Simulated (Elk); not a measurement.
An input for Elk 11.2.3 (patched build) (KF (Carobbiite)):

```
tasks
  185
  186
  187

xctype
  20

rgkmax
  8.5

gmaxvr
  18.0

lmaxapw
  10

lmaxo
  8

nxlo
  2

lorbcnd
  .true.

autolinengy
  .true.

tshift
  .false.

ngridk
  4 4 4

vkloff
  0.05 0.15 0.25

nempty
  10

swidth
  0.00551

scissor
  0.15095

gmaxrf
  2.5

wplot
  385 100 0
  0.0 0.7089

optcomp
  1 1
  2 2
  3 3

nvbse
  3

ncbse
  3

bsefull
  .true.

sppath
  './'

avec
  -0.0000000000 5.0490647461 5.0490647461
  5.0490647461 -0.0000000000 5.0490647461
  5.0490647461 5.0490647461 0.0000000000

atoms
  2
  'K.in'
  1
  0.0000000000 0.0000000000 0.0000000000
  'F.in'
  1
  0.5000000000 0.5000000000 0.5000000000
```

```sh
OMP_NUM_THREADS=8 elk > log
```

Question: How long will it take on 8 threads of Arm Neoverse V1, shared host, and how much memory?

It took 35 s; on shared hardware allow 17 s to 69 s. Peak host memory was 0.19 GiB.

The matrix is small, so building the kernel's matrix elements and any screening outweighs its diagonalisation.

[Paths, hosts, dates, memory and timing lines, banners, echoed tables and standing remarks are left out of the program output.]

[Logs are printed without paths, hosts, clocks, repeated set-up lines and the standing remarks that a program may print on its own settings, such as how far it seeks lower states.]

[Runs of the session that timed out or met a known fault of the program may be left out.]

[Hosts, paths, dates, database ids (printed as entryN), source tags and the programs' standing remarks are cut or masked in the printed files.]
